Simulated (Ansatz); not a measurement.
Rows from a G0W0 calculation on Bi3B4Sb (ordered alloy, started on the zincblende lattice) (R3m) (Ansatz 0.2.0; G0W0 on PBE, plane waves, PAW; 4×4×4 mesh, 425 empty bands, screening to 110 eV), in eV. Spin-orbit coupling is left out.

```tsv
row	k	band	start	Σx	Σc at the solution	Vxc
A	Γ	v1	10.392	-15.076	0.619	-14.179
B	(0.000, -0.500, -0.500)	v1	8.791	-15.236	1.299	-13.560
C	(0.000, -0.500, -0.500)	c1	10.938	-10.118	-3.536	-13.755
D	Γ	c1	10.881	-11.172	-3.612	-14.974
E	(0.000, -0.500, -0.500)	c2	11.167	-7.929	-3.825	-11.695
F	Γ	c2	11.101	-10.701	-3.912	-14.808
```

**Question.** Work out each quasiparticle level and how far it moved.

The quasiparticle equation reads E = start + Σx + Σc(E) − Vxc.

```tsv
row	E (eV)	shift (eV)
A	10.115	−0.278
B	8.413	−0.378
C	11.039	+0.101
D	11.071	+0.190
E	11.108	−0.059
F	11.295	+0.194
```

Limits: not at the basis limit; mesh may overstate the screening; no spin-orbit coupling.

[Paths, hosts, dates, memory and timing lines, banners, echoed tables and standing remarks are left out of the program output.]

[Logs are printed without paths, hosts, clocks, repeated set-up lines and the standing remarks that a program may print on its own settings, such as how far it seeks lower states.]

[Runs of the session that timed out or met a known fault of the program may be left out.]

[Cells called generated may have been cut or substituted from an entry of the Crystallography Open Database or the Materials Project.]

[Hosts, paths, dates, database ids (printed as entryN), source tags and the programs' standing remarks are cut or masked in the printed files.]
